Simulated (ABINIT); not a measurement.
## A GW chain in ABINIT: MgO (Periclase)

Wanted: ground state, empty states, screening and self-energy for MgO (Periclase).

Method: PBE and many-body steps on it, plane waves, in ABINIT 10.8.3.

The database entry behind the starting cell differs from later determinations by our own check (about 0.1 % long), so it need not match the best structure at ambient conditions.

## Step 1: Starting point

The structure is cubic, space group Fm-3m (No. 225). The conventional cell has a = 4.217 Å, b = 4.217 Å, c = 4.217 Å, α = 90.00°, β = 90.00°, γ = 90.00°. Nearest to Mg lie 6 O at 2.11 Å. Nearest to O lie 6 Mg at 2.11 Å. Farther neighbours and most contacts between anions are not listed.

Coordinates:

```cif
data_structure
_symmetry_space_group_name_H-M 'P 1'
_symmetry_Int_Tables_number 1
_cell_length_a 2.9819
_cell_length_b 2.9819
_cell_length_c 2.9819
_cell_angle_alpha 60.000
_cell_angle_beta 60.000
_cell_angle_gamma 60.000
_cell_volume 18.75
loop_
_atom_site_label
_atom_site_type_symbol
_atom_site_fract_x
_atom_site_fract_y
_atom_site_fract_z
_atom_site_occupancy
Mg1 Mg 0.00000 0.00000 0.00000 1
O2 O 0.50000 0.50000 0.50000 1
```

The cell and positions come from the Crystallography Open Database and are kept as given unless a step says otherwise.

## Step 2: Ground state

This step: ABINIT 10.8.3; DFT, PBE, plane waves, norm-conserving pseudopotentials.

The ground-state density comes first.

File run.abi:

```
acell 3*1.0 Angstrom
rprim 
  -0.000000000000 2.108500000000 2.108500000000
  2.108500000000 0.000000000000 2.108500000000
  2.108500000000 2.108500000000 0.000000000000
ntypat 2
znucl 12 8
natom 2
typat 1 2
xred 
  0.000000000000 0.000000000000 0.000000000000
  0.500000000000 0.500000000000 0.500000000000
pp_dirpath "pseudos"
pseudos "Mg.upf, O.upf"
ecut 38
ngkpt 8 8 8
nshiftk 1
shiftk 0 0 0
kptopt 1
chksymbreak 0
nband 13
occopt 1
tolvrs 1e-10
nstep 60
prtwf 0
optforces 0
optstress 0
indata_prefix "in"
outdata_prefix "out"
tmpdata_prefix "tmp"
```

On the command line:

```bash
$ OMP_NUM_THREADS=1 mpirun -n 8 abinit run.abi > log
```

Numbers of over 12 decimals in the logs are rounded to 6 here.

The program printed:

```text
.Version 10.8.3 of ABINIT. v10.8.2 released Aug 2026.

 Symmetries : space group Fm -3 m (#225); Bravais cF (face-center cubic)
================================================================================
 Values of the parameters that define the memory need of the present run
     intxc =       0    ionmov =       0      iscf =       7    lmnmax =       5
     lnmax =       5     mgfft =      32  mpssoang =       3    mqgrid =    3001
     natom =       2  nloc_mem =       1    nspden =       1   nspinor =       1
    nsppol =       1      nsym =      48    n1xccc =    2501    ntypat =       2
    occopt =       1   xclevel =       2
-    mband =          13        mffmem =           1         mkmem =           4
       mpw =        1427          nfft =       32768          nkpt =          29
================================================================================
  Rough estimation (10% accuracy) of disk space for files :
================================================================================

--------------------------------------------------------------------------------
------------- Echo of variables that govern the present computation ------------
--------------------------------------------------------------------------------
 -outvars: echo values of preprocessed input variables --------
            acell      1.8897261259E+00  1.8897261259E+00  1.8897261259E+00 Bohr

      chksymbreak           0
             ecut      3.80000000E+01 Hartree
-          fftalg         312

              ixc     -101130
              kpt      0.00000000E+00  0.00000000E+00  0.00000000E+00
                       1.25000000E-01  0.00000000E+00  0.00000000E+00
                       2.50000000E-01  0.00000000E+00  0.00000000E+00
                       3.75000000E-01  0.00000000E+00  0.00000000E+00
                       5.00000000E-01  0.00000000E+00  0.00000000E+00
                       1.25000000E-01  1.25000000E-01  0.00000000E+00
                       2.50000000E-01  1.25000000E-01  0.00000000E+00
                       3.75000000E-01  1.25000000E-01  0.00000000E+00
                       5.00000000E-01  1.25000000E-01  0.00000000E+00
   [... 18 further rows ...]
                      -3.75000000E-01  5.00000000E-01  1.25000000E-01
                      -2.50000000E-01  5.00000000E-01  2.50000000E-01
         kptrlatt        8    0    0      0    8    0      0    0    8
          kptrlen      4.50793305E+01
P           mkmem           4
            natom           2
            nband          13
            ngfft          32      32      32
             nkpt          29
            nstep          60
             nsym          48
           ntypat           2
              occ      2.000000  2.000000  2.000000  2.000000  2.000000  2.000000
                       2.000000  2.000000  0.000000  0.000000  0.000000  0.000000
                       0.000000
        optforces           0
        optstress           0
            prtwf           0
            rprim     -0.0000000000E+00  2.1085000000E+00  2.1085000000E+00
[...]
spgroup         225

           tolvrs      1.00000000E-10

             xred      0.0000000000E+00  0.0000000000E+00  0.0000000000E+00
[...]
znucl       12.00000    8.00000

================================================================================

 chkinp: Checking input parameters for consistency.

================================================================================
== DATASET  1 ==================================================================
-   mpi_nproc: 8, omp_nthreads: 1 (-1 if OMP is not activated)

--- !DatasetInfo
iteration_state: {dtset: 1, }
dimensions: {natom: 2, nkpt: 29, mband: 13, nsppol: 1, nspinor: 1, nspden: 1, mpw: 1427, }
cutoff_energies: {ecut:  38.0, pawecutdg:  -1.0, }
electrons: {nelect:   1.60000000E+01, charge:   0.00000000E+00, occopt:   1.00000000E+00, tsmear:   1.00000000E-02, }

 Real(R)+Recip(G) space primitive vectors, cartesian coordinates (Bohr,Bohr^-1):
 R(1)=  0.0000000  3.9844875  3.9844875  G(1)= -0.1254867  0.1254867  0.1254867
 R(2)=  3.9844875  0.0000000  3.9844875  G(2)=  0.1254867 -0.1254867  0.1254867
 R(3)=  3.9844875  3.9844875  0.0000000  G(3)=  0.1254867  0.1254867 -0.1254867
 Unit cell volume ucvol=  1.2651657E+02 bohr^3
 Angles (23,13,12)=  6.00000000E+01  6.00000000E+01  6.00000000E+01 degrees

 getcut: wavevector=  0.0000  0.0000  0.0000  ngfft=  32  32  32
         ecut(hartree)=     38.000   => boxcut(ratio)=   2.04647

--- Pseudopotential description ------------------------------------------------
- Mg Generated using ONCVPSP code by D. R. Hamann
- 12.00000  10.00000  171031                  znucl, zion, pspdat
12 -101130 1 -1 1510                          pspcod,pspxc,lmax,lloc,mmax
     nproj     2     2     0
  pspatm : epsatm=    9.22893308
         --- l  ekb(1:nproj) -->
[...]
pspatm: atomic psp has been read  and splines computed

- O Generated using ONCVPSP code by D. R. Hamann
-  8.00000   6.00000  171031                  znucl, zion, pspdat
12 -101130 2 -1 936                           pspcod,pspxc,lmax,lloc,mmax
     nproj     2     2     1
  pspatm : epsatm=    6.19545534
         --- l  ekb(1:nproj) -->
[...]
1   -4.717130   -1.149271
             2   -1.331955
 pspatm: atomic psp has been read  and splines computed

   2.46790215E+02                                ecore*ucvol(ha*bohr**3)
--------------------------------------------------------------------------------

_setup2: Arith. and geom. avg. npw (full set) are    1416.447    1416.434

================================================================================

--- !BeginCycle
iteration_state: {dtset: 1, }
solver: {iscf: 7, nstep: 60, nline: 4, wfoptalg: 0, }
tolerances: {tolvrs: 1.00E-10, }

     iter   Etot(hartree)      deltaE(h)  residm     vres2
 ETOT  1  -75.933399356280    -7.593E+01 1.121E-01 3.838E+02
 ETOT  2  -75.939874550780    -6.475E-03 1.119E-02 3.657E+02
 ETOT  3  -76.050010251231    -1.101E-01 3.866E-03 3.208E+00
 ETOT  4  -76.050821314389    -8.111E-04 4.415E-04 8.288E-03
 ETOT  5  -76.050821890708    -5.763E-07 5.080E-04 3.051E-04
 ETOT  6  -76.050821976688    -8.598E-08 6.678E-04 1.605E-05
 ETOT  7  -76.050821979871    -3.183E-09 2.731E-04 1.242E-07
 ETOT  8  -76.050821979876    -5.315E-12 3.905E-04 6.254E-09
 ETOT  9  -76.050821979879    -3.396E-12 9.903E-05 9.597E-11

 At SCF step    9       vres2   =  9.60E-11 < tolvrs=  1.00E-10 =>converged.

--- !ResultsGS
iteration_state: {dtset: 1, }
comment   : Summary of ground state results
lattice_vectors:
- [ -0.0000000,   3.9844875,   3.9844875, ]
- [  3.9844875,   0.0000000,   3.9844875, ]
- [  3.9844875,   3.9844875,   0.0000000, ]
lattice_lengths: [   5.63492,    5.63492,    5.63492, ]
lattice_angles: [ 60.000,  60.000,  60.000, ] # degrees, (23, 13, 12)
lattice_volume:   1.2651657E+02
convergence: {deltae: -3.396E-12, res2:  9.597E-11, residm:  9.903E-05, diffor:  0.000E+00, }
etotal    :  -7.60508220E+01
entropy   :   0.00000000E+00
fermie    :   1.72472836E-01
cartesian_stress_tensor: null
pressure_GPa: null
xred      :
- [  0.0000E+00,   0.0000E+00,   0.0000E+00, Mg]
- [  5.0000E-01,   5.0000E-01,   5.0000E-01,  O]
cartesian_forces: null
force_length_stats: {min: null, max: null, mean: null, }

 Integrated electronic density in atomic spheres:
 ------------------------------------------------
 Atom  Sphere_radius  Integrated_density
    1        2.00000          8.38663429
    2        2.00000          6.29705207
================================================================================

 ----iterations are completed or convergence reached----

 Mean square residual over all n,k,spin=   26.270E-08; max=  99.028E-06
 reduced coordinates (array xred) for    2 atoms
       0.000000000000      0.000000000000      0.000000000000
       0.500000000000      0.500000000000      0.500000000000
 rms dE/dt=  0.0000E+00; max dE/dt=  0.0000E+00; dE/dt below (all hartree)
    1       0.000000000000      0.000000000000      0.000000000000
    2       0.000000000000      0.000000000000      0.000000000000

 cartesian coordinates (angstrom) at end:
    1      0.000000     0.000000     0.000000
    2      2.108500     2.108500     2.108500
 length scales=  1.889726125908  1.889726125908  1.889726125908 bohr
              =  1.000000000000  1.000000000000  1.000000000000 angstroms
 prteigrs : about to open file out_EIG
 Fermi (or HOMO) energy (hartree) =   0.17247   Average Vxc (hartree)=  -0.41837
 Eigenvalues (hartree) for nkpt=  29  k points:
 kpt#   1, nband= 13, wtk=  0.00195, kpt=  0.0000  0.0000  0.0000 (reduced coord)
  -2.48723   -1.26531   -1.26531   -1.26531   -0.45853    0.17247    0.17247    0.17247
   0.34641    0.75821    0.75821    0.75821    0.89645
 prteigrs : prtvol=0 or 1, do not print more k-points.

--- !EnergyTerms
iteration_state     : {dtset: 1, }
comment             : Components of total free energy in Hartree
kinetic             :  4.53125594046268E+01
hartree             :  2.07862698222356E+01
xc                  : -1.22460646359516E+01
Ewald energy        : -4.73278672197954E+01
psp_core            :  1.95065525596835E+00
local_psp           : -6.38204822685426E+01
non_local_psp       : -2.07058923384206E+01
total_energy        : -7.60508219798794E+01
total_energy_eV     : -2.06944829121884E+03
band_energy         : -1.27938181591723E+01

== END DATASET(S) ==============================================================
================================================================================

 -outvars: echo values of variables after computation  --------
           etotal     -7.6050821980E+01
            nband          13
             nkpt          29
          spgroup         225
 [... the other variables as echoed above ...]

 Calculation completed.
```

Run time: 4.8 s. Hardware: 8 MPI ranks of Arm Neoverse N1, shared host; peak memory 0.48 GiB; 37 s of CPU time.

Numbers from this step:

| Quantity | Value |
| --- | --- |
| total energy | -2069.4483 eV |
| gap | 4.733 eV |
| k of the valence top | 0, 0, 0 |
| k of the conduction bottom | 0, 0, 0 |
| least direct gap | 4.733 eV |

The gap is direct, at Γ.

(Continued in part 2 of 3.)

[Paths, hosts, dates, memory and timing lines, banners, echoed tables and standing remarks are left out of the program output.]

[Logs are printed without paths, hosts, clocks, repeated set-up lines and the standing remarks that a program may print on its own settings, such as how far it seeks lower states.]

[Runs of the session that timed out or met a known fault of the program may be left out.]

[Hosts, paths, dates, database ids (printed as entryN), source tags and the programs' standing remarks are cut or masked in the printed files.]

[G0W0 gaps are taken among the corrected bands and points alone; a level outside them can change the order at an edge.]

[Where Ansatz stands beside ABINIT at settings called matched, ABINIT's density can come from a denser mesh and the files from another edition; pairs whose starting gaps differed by over 0.03 eV were left out, so agreement reads better than it is.]
